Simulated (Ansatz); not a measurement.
The crystal is Li3SI (antiperovskite) (Pm-3m).

The structure was built from a prototype and need not be the compound's stable phase.

It takes space group Pm-3m (No. 221, cubic). Conventional cell: a = 4.737 Å, b = 4.737 Å, c = 4.737 Å, α = 90.00°, β = 90.00°, γ = 90.00°. Nearest to I lie 12 Li at 3.35 Å. Nearest to S lie 6 Li at 2.37 Å. Nearest to Li lie 2 S at 2.37 Å and 4 I at 3.35 Å and 8 Li at 3.35 Å. It derives from I1Li3S1. Farther neighbours and most contacts between anions are not listed.

```
I S Li
1.0
     4.73682    0.00000    0.00000
     0.00000    4.73682    0.00000
     0.00000    0.00000    4.73682
I S Li
1 1 3
Direct
  0.00000 0.00000 0.00000
  0.50000 0.50000 0.50000
  0.50000 0.50000 0.00000
  0.50000 0.00000 0.50000
  0.00000 0.50000 0.50000
```

The structure was relaxed with PBE. The structure type comes from a generator and need not be one that this composition takes. The runs that relaxed it are not among those shown. Spin-orbit coupling is left out unless a run names it. PAW set soft_2, made with PBE.

Gaps computed with Ansatz 0.2.0 without a self-energy: PBE 3.51 eV, PBE+SOC 3.40 eV, r2SCAN 4.12 eV and HSE06 4.48 eV. The mean ε∞ by PBE perturbation theory is 4.18.

Question: What gap should G0W0 on PBE give (4×4×4 mesh, 317 empty bands, screening to 120 eV, default PAW files)?

About 5.05 eV: on its mesh the run moves the gap from 3.51 eV by +1.53 eV. Among the scalar-relativistic levels given, HSE06 is nearest (−0.57 eV). One-shot corrections scale roughly with one over ε∞, here 0.24. Spin-orbit coupling is not in that value; its −0.11 eV at the PBE level would bring it to about 4.93 eV. Bands and cutoff are finite, so the gap is not at the basis limit. The miss can reach some tenths of an eV and take either sign; the mesh is an error of its own. The many-body steps are scalar-relativistic: spin-orbit coupling is not in them.

[Paths, hosts, dates, memory and timing lines, banners, echoed tables and standing remarks are left out of the program output.]

[Logs are printed without paths, hosts, clocks, repeated set-up lines and the standing remarks that a program may print on its own settings, such as how far it seeks lower states.]

[Runs of the session that timed out or met a known fault of the program may be left out.]

[Cells called generated may have been cut or substituted from an entry of the Crystallography Open Database or the Materials Project.]

[Hosts, paths, dates, database ids (printed as entryN), source tags and the programs' standing remarks are cut or masked in the printed files.]
